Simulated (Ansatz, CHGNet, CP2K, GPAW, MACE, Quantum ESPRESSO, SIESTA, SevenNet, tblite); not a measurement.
## Random packing of 40Si3N4-60SiO2 (mol %) (92 atoms) in GPAW

Aim: run random packing of 40Si3N4-60SiO2 (mol %) (92 atoms) in GPAW and see how near its forces come to a plane-wave reference, and at what cost.

Program: GPAW 26.7.0. Level of theory: the method is named at each step. Results are calculated unless marked as measured.

### 1. The structure

The cell holds 92 atoms: 36 Si, 32 N and 24 O. Cell: a = 10.618 Å, b = 10.618 Å, c = 10.618 Å, α = 90.0°, β = 90.0°, γ = 90.0°. 92 atoms (36 Si, 32 N, 24 O) packed at random in a cube at 2.56 g/cm³ and pushed apart as soft spheres, cations and anions kept from their own kind; a start for melting by ab initio MD, not an equilibrated structure. Then every atom was moved at random, 0.05 Å r.m.s. a Cartesian component.

The yardstick, on the same geometry:

* method: Kohn-Sham DFT, PBE, PAW, plane waves (Ansatz 0.2.0); cutoff 420 eV, Γ point, fermi-dirac smearing of 0.05 eV; PAW set soft_2
* r.m.s. force component: 1.615 eV/Å
* longest force: 5.308 eV/Å
* pressure: -13.61 GPa
* SCF cycles: 12
* time: 16 s on 4 threads of Arm Neoverse V1, shared host
* CPU time: 61 s

### 2. PBE, LCAO dzp, h 0.18 Å

Method: Kohn-Sham DFT, PBE, PAW, atomic orbitals (dzp).

The input, run.py:

```python
import numpy as np
from ase.io import read
from gpaw import GPAW, FermiDirac

atoms = read("structure.xyz")
atoms.calc = GPAW(
    mode="lcao",
    basis="dzp",
    h=0.18,
    xc="PBE",
    kpts={"size": (1, 1, 1), "gamma": True},
    occupations=FermiDirac(0.05),
    maxiter=200,
    symmetry={"point_group": False},
    txt="gpaw.txt",
)
energy = atoms.get_potential_energy(force_consistent=True)
forces = atoms.get_forces()
print(f"energy {energy:.6f} eV")
print("forces (eV/A)")
for i, (a, f) in enumerate(zip(atoms, forces)):
    print(f"{i:4d} {a.symbol:2s} {f[0]:10.5f} {f[1]:10.5f} {f[2]:10.5f}")
print(f"Fermi level {atoms.calc.get_fermi_level():.4f} eV")
for k in range(len(atoms.calc.get_ibz_k_points())):
    for s in range(atoms.calc.get_number_of_spins()):
        e = atoms.calc.get_eigenvalues(kpt=k, spin=s)
        n = np.searchsorted(e, atoms.calc.get_fermi_level())
        print(f"k {k} spin {s} levels about the Fermi level:", np.round(e[max(n - 6, 0):n], 4).tolist(), "|", np.round(e[n:n + 6], 4).tolist())
```

The input, structure.xyz:

```xyz
92
Lattice="10.61780 0.00000 0.00000 0.00000 10.61780 0.00000 0.00000 0.00000 10.61780" Properties=species:S:1:pos:R:3 pbc="T T T"
Si 2.24014 2.99295 0.40454
Si 0.18464 6.63676 0.42429
Si 0.52728 10.55048 7.96781
Si 4.89672 8.68791 4.72577
Si 3.80860 6.38969 9.52045
Si 5.67288 5.00279 6.95901
Si 0.28233 2.69257 8.20883
Si 7.64333 3.07300 7.33159
Si 3.77601 1.32712 6.55033
Si 1.92745 7.68623 2.16327
Si 9.16189 7.72519 1.96578
Si 6.93342 9.49199 1.35674
Si 9.56802 2.90684 10.50791
Si 5.95966 10.25308 8.70670
Si 7.31811 4.47700 0.10278
Si 9.34207 5.27237 9.28187
Si 4.74361 0.48959 0.22340
Si 7.01061 7.00775 8.19354
Si 7.99616 4.30488 2.68163
Si 3.07948 4.47084 2.38539
Si 3.96193 6.73190 6.94075
Si 4.98856 3.83207 9.71274
Si 9.76625 10.18927 10.18576
Si 3.72303 3.88250 4.87506
Si 7.31811 9.17527 5.49046
Si 1.54797 1.55837 5.22587
Si 8.02154 5.09782 5.59685
Si 4.69795 10.35299 2.74555
Si 9.78345 8.07017 8.53161
Si 2.44464 8.74450 5.80114
Si 0.15067 5.84244 7.23423
Si 7.89996 1.19482 5.62287
Si 5.49991 5.22587 3.04816
Si 0.29199 8.21223 4.40957
Si 7.87639 1.24483 9.31967
Si 2.80841 2.95621 8.38275
N 6.35274 1.70140 2.10254
N 3.99091 2.21434 9.39951
N 8.20544 6.38884 1.06964
N 1.63249 5.23245 8.01092
N 5.01606 7.08823 5.68870
N 8.37819 7.40061 9.57057
N 9.46152 9.33963 7.45858
N 0.19526 3.91818 2.79206
N 4.45342 3.18916 1.36279
N 8.87775 1.84251 3.52235
N 2.35630 1.68027 2.03267
N 4.85117 2.52300 4.37931
N 8.80534 10.00229 2.37531
N 1.96482 4.03115 5.89192
N 2.18206 10.23248 6.62880
N 2.45898 6.07105 0.58355
N 4.29893 3.17345 6.75335
N 1.49329 9.42786 9.23706
N 10.45779 1.21648 5.96402
N 1.57876 1.27191 9.26403
[... 32 atom lines left out ...]
O 6.63559 3.43571 5.78734
O 5.26229 1.06571 7.71150
O 0.72647 6.78074 3.15986
O 5.37282 7.72169 0.34359
```

Command:

```sh
> OMP_NUM_THREADS=1 python run.py > output.txt
```

The program printed:

```text
energy -478.427224 eV
forces (eV/A)
   0 Si   -0.17532   -2.64601    2.20449
   1 Si    1.51959   -0.80232   -0.95608
   2 Si    1.74587   -1.62185   -1.87723
   3 Si   -1.93707   -1.42717   -0.94392
   4 Si   -1.35363    2.05978    2.82147
   5 Si    0.41460   -3.12943   -0.09366
   6 Si    0.55002   -1.06660    0.37467
   7 Si   -1.79368   -2.37694   -1.69219
   8 Si    2.83511   -0.62470    0.60097
   9 Si    0.87400   -0.26479   -2.62225
  10 Si   -2.19671    0.65825   -0.01147
  11 Si    1.00026   -0.50230    2.09163
  12 Si    2.61126    1.12558    2.24491
  13 Si   -1.90186   -1.05630   -2.74596
  14 Si    0.13926    1.66004    0.86679
  15 Si   -0.70548    1.76314    2.05864
  16 Si   -0.95968    0.38492   -1.24022
  17 Si    1.90072    3.66307    2.21738
  18 Si    1.35524    0.74658    0.48307
  19 Si   -0.45180    0.40119   -2.06285
  20 Si   -4.86548    2.25502   -1.35983
  21 Si    0.26971   -1.51247    3.93999
  22 Si    2.03032   -0.25918    2.82741
  23 Si   -1.53489   -0.25940    2.20495
[...]
84 O    -0.13689   -1.23169   -1.82997
  85 O     2.99655    1.56325    0.22100
  86 O     1.82553    1.06993    1.31451
  87 O    -3.60117    0.54559    2.29960
  88 O     1.81613    3.69550    0.06638
  89 O    -1.05850   -1.42831   -1.15186
  90 O     0.49617    2.52009    0.28750
  91 O     0.02543   -0.25560    0.05325
Fermi level 4.7202 eV
k 0 spin 0 levels about the Fermi level: [4.5846, 4.5966, 4.6163, 4.6378, 4.6572, 4.6857] | [4.7452, 4.7649, 4.8166, 4.826, 4.881, 4.8909]
```

gpaw.txt:

```text
Input parameters:
  mode=LCAO(),
  basis={'default': 'dzp'},
  h=0.18,
  kpts=MonkhorstPack(size=(1, 1, 1), gamma=True),
  maxiter=200,
  occupations=Occupations(name='fermi-dirac', width=0.05, fixmagmom=False),
  symmetry=Symmetry(point_group=False),
  xc=XC(name='PBE')
Unit cell  # Å
| periodic |         x |         y |         z |   lengths |    angles |
|----------|-----------|-----------|-----------|-----------|-----------|
|      yes | 10.617800 |  0.000000 |  0.000000 | 10.617800 | 90.000000 |
|      yes |  0.000000 | 10.617800 |  0.000000 | 10.617800 | 90.000000 |
|      yes |  0.000000 |  0.000000 | 10.617800 | 10.617800 | 90.000000 |
Number of symmetries: 1
Symmetry operations  # r_c * U_cc + t_c -> r_c
|   | kind |            matrix            |
|---|------|------------------------------|
| 0 |  E   |  1, 0, 0,  0, 1, 0,  0, 0, 1 |
BZ-sampling:
  Number of BZ points: 1
  Number of IBZ points: 1
  Monkhorst-Pack size: [1, 1, 1]
  Monkhorst-Pack shift: [0, 0, 0]
[... lines left out ...]
  Fermi-Dirac:
[... lines left out ...]
    Stencil: 6*3+1=19 point O(h^6) finite-difference Laplacian
xc functional:
  name: PBE with 2 nearest neighbor stencil
interpolation: tri-quintic # 5. degree polynomial
Initialization done in: 10.913 s
convergence criteria:
- Maximum [total energy] change in last 3 cyles: 0.0005 eV / valence electron
- Maximum integral of absolute [dens]ity change: 0.0001 electrons / valence electron
- Maximum integral of absolute [eigenst]ate change: 4e-08 eV^2 / valence electron
maximum number of iterations: 200
SCF iterations
|iter     |      energy | eigst |  dens |
|---------|-------------|-------|-------|
|iter:   1| -522.682527 |      c|       |
|iter:   2| -504.381153 |      c| -0.78 |
|iter:   3| -513.147272 |      c| -0.87 |
|iter:   4| -488.762642 |      c| -0.93 |
[...]
|iter:  11| -478.397729 |      c| -1.66 |
|iter:  12| -478.357210 |      c| -1.84 |
|iter:  13| -478.259325c|      c| -1.94 |
|iter:  14| -478.207769c|      c| -2.12 |
|iter:  15| -478.206136c|      c| -2.27 |
[...]
|iter:  32| -478.168226c|      c| -3.72 |
|iter:  33| -478.168201c|      c| -3.90 |
|iter:  34| -478.168142c|      c| -4.14c|
Converged in 34 steps
SCF loop duration: 559.809 s (16.465 s/step)
Energy contributions relative to reference atoms: (reference = -380303.936371)
Energy contributions:
  Kinetic:          52.513779
  Coulomb:         -78.799809
  Zero:              9.578193
  External:          0.000000
  Xc:             -461.201224
  Entropy:          -0.518163
  Spinorbit:         0.000000
  ----------------------------
  Free energy:    -478.427224
  Extrapolated:   -478.168142
dipole moment: (-55.083259, 53.929633, -34.737179)  # |e|*Ang
Fermi level: 4.720
Eigenvalues  # (at kpt = [0.000, 0.000, 0.000])
| band index |      eig [eV] | occ [0-2] |
|------------|---------------|-----------|
|          0 |       -17.648 |     2.000 |
|        ... |               |           |
|        216 |         4.498 |     1.977 |
|        217 |         4.538 |     1.949 |
[...]
|        231 |         4.950 |     0.020 |
|        ... |               |           |
|        272 |         7.758 |     0.000 |
Gap: 0.060 eV
Transition (v -> c):
  (s=0, k=0, n=223, [0.00, 0.00, 0.00]) -> (s=0, k=0, n=224, [0.00, 0.00, 0.00])
No difference between direct/indirect transitions
Force computation time: 38.489  # s
timing:  # [seconds]
  Total:  609.239  # ━━━━━━━━━━━━━━━━━━━━━━━━━━━━━━━━━━━━━━━━━━━━━━━━━━━━━━━━
  Init:    10.913  # ━
  SCF:    559.809  # ━━━━━━━━━━━━━━━━━━━━━━━━━━━━━━━━━━━━━━━━━━━━━━━━━━━╸
  Forces:  38.489  # ━━━╸
```

Run time: 10 min. Hardware: 1 thread of Arm Neoverse V1, shared host; peak memory 1.7 GiB.

Banners, paths, timers and routine set-up lines are dropped from the logs unmarked, and long logs keep their key lines alone; longer cuts are marked.

Against the reference:

```
r.m.s. force component                  : 1.56 eV/Å
r.m.s. difference of force components   : 307.3 meV/Å
longest difference of force vectors     : 1141 meV/Å
force difference over r.m.s. force      : 19.02 %
slope of forces against the reference's : 0.9482
correlation of force components         : 0.9819
```

Length of the force difference by element (eV/Å):

| element | atoms | mean | most |
| --- | --- | --- | --- |
| N | 32 | 0.37 | 0.74 |
| O | 24 | 0.53 | 1.1 |
| Si | 36 | 0.54 | 1.1 |

Local excerpt of 10 atoms (numbers count through the whole input) about N43, picked at random; x, y, z are measured from there.

| atom | x | y | z | distance (Å) | Fx | Fy | Fz (eV/Å) |
| --- | --- | --- | --- | --- | --- | --- | --- |
| N43 | 0.00 | 0.00 | 0.00 | 0.00 | 2.23 | 1.34 | 0.48 |
| Si29 | 0.32 | -1.27 | 1.07 | 1.69 | 0.79 | -1.25 | -0.20 |
| Si3 | 1.68 | 1.21 | 0.51 | 2.14 | 1.75 | -1.62 | -1.88 |
| O82 | -2.08 | 1.16 | -0.48 | 2.43 | 1.51 | 0.49 | -3.00 |
| O76 | 0.25 | 0.40 | -2.53 | 2.57 | 0.96 | -1.50 | -0.92 |
| O71 | 0.40 | 2.22 | 1.37 | 2.64 | -1.31 | 0.31 | 0.71 |
| N62 | 0.50 | -2.03 | -1.70 | 2.69 | 1.26 | -0.62 | -1.81 |
| O88 | 2.01 | -1.88 | 0.35 | 2.77 | -3.60 | 0.55 | 2.30 |
| Si23 | 0.30 | 0.85 | 2.73 | 2.87 | 2.03 | -0.26 | 2.83 |
| Si25 | -2.14 | -0.16 | -1.97 | 2.91 | 1.26 | 1.39 | 0.72 |

Atoms are counted from 1 here, from 0 in the log.

Forces lie 19 % from the reference's, at 10.0 times its CPU time (on 1 against 4 cores).

### 3. PBE, LCAO dzp, h 0.25 Å

Method: Kohn-Sham DFT, PBE, PAW, atomic orbitals (dzp).

run.py, as its differences from that of step 2:

```diff
@@ -8,3 +8,3 @@
     basis="dzp",
-    h=0.18,
+    h=0.25,
     xc="PBE",
```

structure.xyz is that of step 2.

The program printed:

```text
energy -449.780356 eV
forces (eV/A)
   0 Si   -0.16330   -2.65764    2.22145
   1 Si    1.53376   -0.79514   -0.97494
   2 Si    1.73061   -1.60797   -1.87175
   3 Si   -1.94536   -1.42792   -0.96717
   4 Si   -1.35672    2.04875    2.83645
   5 Si    0.40983   -3.13667   -0.09268
[...]
89 O    -0.82947   -1.45687   -1.09321
  90 O     0.45710    2.41960    0.21336
  91 O    -0.24285   -0.23466   -0.03336
Fermi level 4.7311 eV
k 0 spin 0 levels about the Fermi level: [4.595, 4.6043, 4.6262, 4.6482, 4.6698, 4.6961] | [4.7571, 4.7777, 4.8266, 4.8332, 4.8914, 4.9056]
```

gpaw.txt:

```text
Input parameters:
  mode=LCAO(),
  basis={'default': 'dzp'},
  h=0.25,
  kpts=MonkhorstPack(size=(1, 1, 1), gamma=True),
  maxiter=200,
  occupations=Occupations(name='fermi-dirac', width=0.05, fixmagmom=False),
[... lines left out ...]
  Fermi-Dirac:
[... lines left out ...]
convergence criteria:
- Maximum [total energy] change in last 3 cyles: 0.0005 eV / valence electron
[... lines left out ...]
Converged in 34 steps
[... lines left out ...]
  Free energy:    -449.780356
[... lines left out ...]
Fermi level: 4.731
[... lines left out ...]
|        ... |               |           |
|        272 |         7.768 |     0.000 |
Gap: 0.061 eV
Transition (v -> c):
  (s=0, k=0, n=223, [0.00, 0.00, 0.00]) -> (s=0, k=0, n=224, [0.00, 0.00, 0.00])
No difference between direct/indirect transitions
Force computation time: 21.101  # s
timing:  # [seconds]
  Total:  314.971  # ━━━━━━━━━━━━━━━━━━━━━━━━━━━━━━━━━━━━━━━━━━━━━━━━━━━━━━━━
  Init:     8.993  # ━╸
  SCF:    284.841  # ━━━━━━━━━━━━━━━━━━━━━━━━━━━━━━━━━━━━━━━━━━━━━━━━━━╸
  Forces:  21.101  # ━━━━
```

Run time: 5.3 min. Hardware: 1 thread; peak memory 0.78 GiB.

Compared with the plane-wave run:

```
r.m.s. force component                          : 1.608 eV/Å
r.m.s. difference of force components           : 568 meV/Å
longest difference of force vectors             : 2128 meV/Å
force difference over r.m.s. force              : 35.16 %
slope of forces against the reference's         : 0.9335
correlation of force components                 : 0.9379
energy less the same-level run's                : 311.4 meV/atom
r.m.s. force difference from the same-level run : 458.8 meV/Å
```

This is a coarse setting, run to see what it loses.

Against the first run (19 %), the force difference from the reference is 35 %, at 0.52 times the CPU time: the grid matters here.

The forces add up to 11 eV/Å instead of zero, usually a sign of too coarse a grid.

### 4. PBE, LCAO sz(dzp), h 0.18 Å

Method: Kohn-Sham DFT, PBE, PAW, atomic orbitals (sz(dzp)).

run.py, as its differences from that of step 3:

```diff
@@ -7,4 +7,4 @@
     mode="lcao",
-    basis="dzp",
-    h=0.25,
+    basis="sz(dzp)",
+    h=0.18,
     xc="PBE",
```

structure.xyz is that of step 3.

The program printed:

```text
energy -376.775890 eV
forces (eV/A)
   0 Si   -1.10117   -2.54070    1.36051
   1 Si    1.81546   -3.98990   -1.65570
   2 Si    2.23974   -1.24927   -4.90674
   3 Si   -3.43191   -4.09662   -3.74189
   4 Si   -3.43084    4.26802    2.36608
   5 Si   -0.43332   -5.14519   -0.98474
   6 Si   -0.11376    0.05575   -0.48946
   7 Si   -2.37038   -2.76193    0.14738
   8 Si    4.11457   -3.15560   -0.63609
   9 Si    3.74852    1.24622   -2.90088
  10 Si   -1.87046    1.37649    1.79815
  11 Si    1.08319   -1.16139    2.14743
  12 Si    2.57538    1.94991    1.95000
  13 Si   -0.27452   -1.72537   -5.00707
  14 Si   -0.83506    2.28525    0.49105
  15 Si   -2.04016    1.07210    3.07134
  16 Si   -3.94759    0.87054   -0.70863
  17 Si    2.64060    5.70014    2.57522
  18 Si    2.04588   -0.14115    0.50036
  19 Si   -2.23326   -0.12230   -3.47579
  20 Si   -5.44442    4.14982   -0.78107
  21 Si    1.25862   -2.29228    3.91923
  22 Si    0.69182   -1.67159    3.86215
  23 Si   -1.58457    0.72133    2.69800
[...]
84 O    -0.28060   -0.85771   -0.87878
  85 O     0.70416    0.54280   -0.30942
  86 O     0.99762    2.36675    1.50151
  87 O    -1.51808    1.53445    2.02806
  88 O     0.45385    2.98663   -1.56558
  89 O    -0.81370   -0.24889   -1.18666
  90 O    -0.68547    0.59203    0.72921
  91 O    -0.04288   -0.51342    0.18573
Fermi level 5.4846 eV
k 0 spin 0 levels about the Fermi level: [5.3106, 5.3534, 5.3769, 5.4062, 5.429, 5.4505] | [5.5005, 5.5568, 5.562, 5.5994, 5.6266, 5.6488]
```

gpaw.txt:

```text
Input parameters:
  mode=LCAO(),
  basis={'default': 'sz(dzp)'},
  h=0.18,
  kpts=MonkhorstPack(size=(1, 1, 1), gamma=True),
  maxiter=200,
  occupations=Occupations(name='fermi-dirac', width=0.05, fixmagmom=False),
  symmetry=Symmetry(point_group=False),
  xc=XC(name='PBE')
Unit cell  # Å
| periodic |         x |         y |         z |   lengths |    angles |
[... lines left out ...]
  Fermi-Dirac:
[... lines left out ...]
convergence criteria:
- Maximum [total energy] change in last 3 cyles: 0.0005 eV / valence electron
[... lines left out ...]
Converged in 35 steps
[... lines left out ...]
  Free energy:    -376.775890
  Extrapolated:   -376.522399
dipole moment: (-54.069975, 54.221541, -33.784435)  # |e|*Ang
Fermi level: 5.485
Eigenvalues  # (at kpt = [0.000, 0.000, 0.000])
| band index |      eig [eV] | occ [0-2] |
|------------|---------------|-----------|
|          0 |       -17.347 |     2.000 |
|        ... |               |           |
|        216 |         5.245 |     1.983 |
|        217 |         5.307 |     1.945 |
[...]
|        231 |         5.721 |     0.018 |
|        ... |               |           |
|        272 |         8.441 |     0.000 |
Gap: 0.050 eV
Transition (v -> c):
  (s=0, k=0, n=223, [0.00, 0.00, 0.00]) -> (s=0, k=0, n=224, [0.00, 0.00, 0.00])
No difference between direct/indirect transitions
Force computation time: 7.356  # s
timing:  # [seconds]
  Total:  160.694  # ━━━━━━━━━━━━━━━━━━━━━━━━━━━━━━━━━━━━━━━━━━━━━━━━━━━━━━━━
  Init:     8.574  # ━━━
  SCF:    144.728  # ━━━━━━━━━━━━━━━━━━━━━━━━━━━━━━━━━━━━━━━━━━━━━━━━━━╸
  Forces:   7.356  # ━━╸
```

The job ended after 2.7 min (1 thread; peak memory 1.3 GiB).

Compared with the plane-wave run:

| Property | Result |
| --- | --- |
| r.m.s. force component | 1.833 eV/Å |
| r.m.s. difference of force components | 1504 meV/Å |
| longest difference of force vectors | 5186 meV/Å |
| force difference over r.m.s. force | 93.1 % |
| slope of forces against the reference's | 0.7108 |
| correlation of force components | 0.6262 |

This is a coarse setting, run to see what it loses.

Against the first run (19 %), the force difference from the reference is 93 %, at 0.27 times the CPU time, with 368 basis functions against 1196: the smaller basis costs accuracy.

### 5. All runs compared

Differences are against the plane-wave reference, forces as r.m.s. over components; share is that over the reference's r.m.s. force, slope the least-squares factor from reference forces to these. Total energies of different programs have different zeros and aren't compared.

| run | Δ force, r.m.s. (meV/Å) | share (%) | slope | cores | CPU time | memory (GiB) |
| --- | --- | --- | --- | --- | --- | --- |
| reference | - | - | - | 4 | 61 s | 1.4 |
| GPAW PBE, LCAO dzp, h 0.18 Å | 307 | 19.0 | 0.948 | 1 | 10 min | 1.7 |
| GPAW PBE, LCAO dzp, h 0.25 Å (coarse) | 568 | 35.2 | 0.933 | 1 | 5.3 min | 0.78 |
| GPAW PBE, LCAO sz(dzp), h 0.18 Å (coarse) | 1504 | 93.1 | 0.711 | 1 | 2.7 min | 1.3 |

Rows marked coarse were listed beforehand as settings not expected to be converged; some can still land near the reference.

CPU time is summed over cores on a shared host, where runs went side by side, so it is rough. Symmetry, cutoffs, thresholds, outputs and thread counts weren't matched or tuned between programs; memory under MPI is the largest rank's times the ranks.

Within one program, basis, potentials and functional, energies share a zero. Each run against its twin at the usual cutoff or grid and solver:

| run | twin | Δ energy (meV/atom) | Δ force, r.m.s. (meV/Å) | CPU time over the twin's |
| --- | --- | --- | --- | --- |
| GPAW PBE, LCAO dzp, h 0.25 Å | LCAO dzp, h 0.18 Å | 311 | 459 | 0.52 |

### 6. Outcome

* nearest in forces: GPAW PBE, LCAO dzp, h 0.18 Å, 19 %
* its CPU time: 10 min

The PBE run in local orbitals, coarse settings apart, differs by 19 % (GPAW PBE, LCAO dzp, h 0.18 Å); basis, grid and potentials can all enter. Runs with settings chosen to be coarse differ by 35 % (GPAW PBE, LCAO dzp, h 0.25 Å) to 93 % (GPAW PBE, LCAO sz(dzp), h 0.18 Å), their programs' other errors included. None of the electronic-structure runs in the table takes under half the reference's CPU time of 61 s; they take 2.7 to 10.0 times as much. The reference's pressure of -14 GPa belongs to a cell and atoms that aren't relaxed at this level. The electronic-structure runs sample only Γ, in a cell whose shortest periodic width is 11 Å, which is coarse for a cell with partly filled levels.

[Also dropped from logs without a mark: logging warnings of Python, and SIESTA's first energy breakdown and zero terms.]

[Logs are printed without paths, hosts, clocks, repeated set-up lines and the standing remarks that a program may print on its own settings, such as how far it seeks lower states.]

[Hosts, paths, dates, database ids (printed as entryN), source tags and the programs' standing remarks are cut or masked in the printed files.]
